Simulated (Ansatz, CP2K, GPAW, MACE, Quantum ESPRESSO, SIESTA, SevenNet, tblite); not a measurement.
**Amorphous Zn12Cd27Se39 (78 atoms): other programs against plane waves**

Aim: forces, pressure of amorphous Zn12Cd27Se39 (78 atoms) at one geometry, from other programs and methods, against plane-wave PBE.

Results are calculated, not measured.

**1. The cell**

The cell holds 78 atoms (12 Zn, 27 Cd and 39 Se), with edges of 12.77, 12.77 and 12.77 Å. Recipe: 78 atoms (12 Zn, 27 Cd, 39 Se) placed at random at 5.5 g/cm³, melted at 2500 K for 10 ps at fixed volume with the Stillinger-Weber II-VI potential (Zhou et al., Phys. Rev. B 88, 085309 (2013)). Quenched from 2500 K to 100 K at 50 K/ps and fixed volume, held 5 ps. Then every atom was moved at random, 0.02 Å r.m.s. a Cartesian component. The density is 5.50 g/cm³.

**2. The reference input**

Quantum ESPRESSO 7.5: Kohn-Sham DFT, PBE, SSSP efficiency 1.3.0 pseudopotentials, plane waves. Its input, pw.in:

```
&control
  calculation = 'scf'
  pseudo_dir = './pseudo'
  outdir = './tmp'
  disk_io = 'none'
  tprnfor = .true.
  tstress = .true.
/
&system
  ibrav = 0
  nat = 78
  ntyp = 3
  ecutwfc = 45
  ecutrho = 360
  nosym = .true.
  occupations = 'smearing'
  smearing = 'fd'
  degauss = 0.003675
/
&electrons
  conv_thr = 3.9e-07
  electron_maxstep = 100
  mixing_beta = 0.4
  mixing_mode = 'plain'
  diagonalization = 'david'
/
ATOMIC_SPECIES
Zn 65.380 Zn.upf
Cd 112.414 Cd.upf
Se 78.971 Se.upf
CELL_PARAMETERS angstrom
12.77450 0.00000 0.00000
0.00000 12.77450 0.00000
0.00000 0.00000 12.77450
ATOMIC_POSITIONS crystal
Zn 0.70639 0.74669 0.35816
Zn 0.53604 0.34875 0.87578
Zn 0.76131 0.10277 0.79403
Zn 0.54172 0.06218 0.29426
[... 72 atom lines left out ...]
Se 0.97837 0.88726 0.18145
Se 0.05822 0.80491 0.95837
K_POINTS gamma
```

```console
$ OMP_NUM_THREADS=1 pw.x -in pw.in > output.txt
```

The job ended after 28 min (1 thread of Arm Neoverse V2, shared host; peak memory 4.9 GiB).

It converged with an r.m.s. force component of 0.41 eV/Å and a pressure of 0.67 GPa.

**3. The other programs**

- CP2K 2026.2: Gaussian basis with GTH pseudopotentials and a plane-wave density; labels give functional, basis (MOLOPT sets; SR short-range, UZH the newer set with its own potentials), grid cutoff/relative cutoff and solver (OT: orbital transformation; TRS4, TC2, SIGN: linear-scaling purification with its sparsity filter), or its built-in tight binding.
- GPAW 26.7.0: PAW with atomic orbitals (LCAO), plane waves or a real-space grid of spacing h.
- MACE: machine-learned potential, published weights.
- SIESTA 5.4.2: numerical atomic orbitals, whose automatically made sets are far from complete, with PseudoDojo norm-conserving potentials that we converted to its format (checked against plane waves on the same files for H, C, O, Si, Ge and Ca alone); labels give functional, basis size, energy shift and mesh cutoff.
- SevenNet: machine-learned potential, published weights.
- tblite 0.8.0: extended tight binding, driven from Python.

All use the same cell and atoms, and the electronic-structure runs the same k-mesh.

**4. Side by side**

Differences are against the reference: forces as r.m.s. over components, share as that over the reference's r.m.s. force, slope as the fitted ratio of a run's forces to the reference's.

```tsv
run	Δ force, r.m.s. (meV/Å)	share (%)	slope	Δ pressure (GPa)	cores	CPU time	memory (GiB)
reference	-	-	-	-	1	28 min	4.9
CP2K PBE, DZVP-MOLOPT-SR, 560/50 Ry, diagonalisation (coarse)	37.5	9.09	1.051	1.23	2	5.7 min	5.8
CP2K PBE, DZVP-MOLOPT-SR, 800/50 Ry, diagonalisation	35.9	8.70	1.055	1.23	2	6.6 min	9.1
GPAW PBE, LCAO dzp, h 0.2 Å	34.6	8.39	1.029	-	1	4.4 min	2.0
GPAW PBE, LCAO dzp, h 0.22 Å (coarse)	33.1	8.03	1.026	-	1	3.8 min	1.7
GPAW PBE, LCAO szp(dzp), h 0.2 Å (coarse)	48.5	11.7	1.058	-	1	3.2 min	1.9
GPAW revPBE, LCAO dzp, h 0.2 Å	48.9	11.9	1.062	-	1	4.6 min	2.0
MACE MPA-0 medium potential	82.4	20.0	0.958	0.688	1	6 s	0.86
SIESTA PBE, DZ, shift 0.01 Ry, mesh 500 Ry (coarse)	246	59.5	1.198	-0.0749	2	4.2 min	1.7
SIESTA PBE, DZP, shift 0.005 Ry, mesh 500 Ry	108	26.2	1.097	0.983	2	8.2 min	2.7
SIESTA PBE, DZP, shift 0.01 Ry, mesh 500 Ry	115	27.8	1.099	-0.441	2	6.8 min	2.3
SIESTA PBE, SZP, shift 0.01 Ry, mesh 500 Ry (coarse)	133	32.3	1.185	-1.43	2	5.2 min	2.2
SevenNet 0 potential	101	24.4	0.927	0.415	1	5.6 s	0.78
SevenNet l3i5 potential	96.5	23.4	0.943	0.372	1	7.2 s	0.99
tblite GFN1-xTB	202	48.9	0.789	1.28	1	3.8 s	0.15
```

Rows marked coarse use a setting chosen to be so.

Times of the machine-learned potentials are mostly Python's start and the loading of weights.

CPU time is summed over cores on shared hosts, so it is rough.

**5. What came out**

Forces lie from 8.0 % (GPAW PBE, LCAO dzp, h 0.22 Å, coarse) to 60 % (SIESTA PBE, DZ, shift 0.01 Ry, mesh 500 Ry, coarse) of the reference's r.m.s. force of 0.41 eV/Å away from it. The PBE runs in local orbitals, coarse settings apart, differ by 8.4 % (GPAW PBE, LCAO dzp, h 0.2 Å) to 28 % (SIESTA PBE, DZP, shift 0.01 Ry, mesh 500 Ry); basis, grid and potentials can all enter. Tight binding differs by 49 % (tblite GFN1-xTB); it is another model, with fitted parameters of its own, and the xTB methods hold dispersion. Machine-learned potentials differ by 20 % (MACE MPA-0 medium potential) to 24 % (SevenNet 0 potential); they were trained on other programs' data.

Rows with another functional or a dispersion term differ by 12 % (GPAW revPBE, LCAO dzp, h 0.2 Å), which mixes the change of model with differences of basis and potentials. Runs with settings chosen to be coarse differ by 8.0 % (GPAW PBE, LCAO dzp, h 0.22 Å) to 60 % (SIESTA PBE, DZ, shift 0.01 Ry, mesh 500 Ry), their programs' other errors included. SIESTA PBE, SZP, shift 0.01 Ry, mesh 500 Ry stiffens the forces by a factor of 1.19 while following their directions (correlation 0.976); the slopes of the 4 SIESTA runs lie between 1.10 and 1.20. From CP2K PBE, DZVP-MOLOPT-SR, 560/50 Ry, diagonalisation to the finer CP2K PBE, DZVP-MOLOPT-SR, 800/50 Ry, diagonalisation the share falls from 9.1 to 8.7 %. From GPAW PBE, LCAO dzp, h 0.22 Å to the finer GPAW PBE, LCAO dzp, h 0.2 Å the share rises from 8.0 to 8.4 %, so these runs aren't converged in their grid. Pressures at PBE, coarse settings apart, lie -0.44 to +1.23 GPa from the reference's.

Caveats: Periodic xTB results under one method name differ between programs and library versions. The potentials hold different valence shells: 798 electrons in the reference, 702 in CP2K with DZVP-MOLOPT-SR, 702 in GPAW and 1404 in SIESTA; this bears on time and differences. The reference's pressure holds the uncorrected Pulay stress of its 45 Ry basis, so small pressure differences, may be the reference's own error. Machine-learned potentials mimic data converged in k, so the reference's own k-point error enters their differences. The quench rate of 50 K/ps is many orders above laboratory rates, so the cell is likely richer in defects and strain than a real sample. The network of bonds at the start is that of the classical potential that made the cell, and needn't be the one that DFT or experiment would give. The electronic-structure runs sample only Γ, in a cell whose shortest periodic width is 13 Å, which is coarse for a cell with partly filled levels. Spin–orbit coupling is left out. Where levels are smeared, the DFT runs use Fermi–Dirac occupations at 580 K (0.05 eV), and energies are free energies. The atoms were displaced at random, and shares hang on the size of the forces that this gives. The reference's cutoffs and mesh weren't converged further here.

[Long decimals in the printed logs are rounded to 6 places.]

[Logs are printed without paths, hosts, clocks, repeated set-up lines and the standing remarks that a program may print on its own settings, such as how far it seeks lower states.]

[Hosts, paths, dates, database ids (printed as entryN), source tags and the programs' standing remarks are cut or masked in the printed files.]

[Only finished runs are shown, without SIESTA runs on faulty potentials for Cu, Fe, Ni or Zn; cells were taken only where this reference lay near another plane-wave run.]
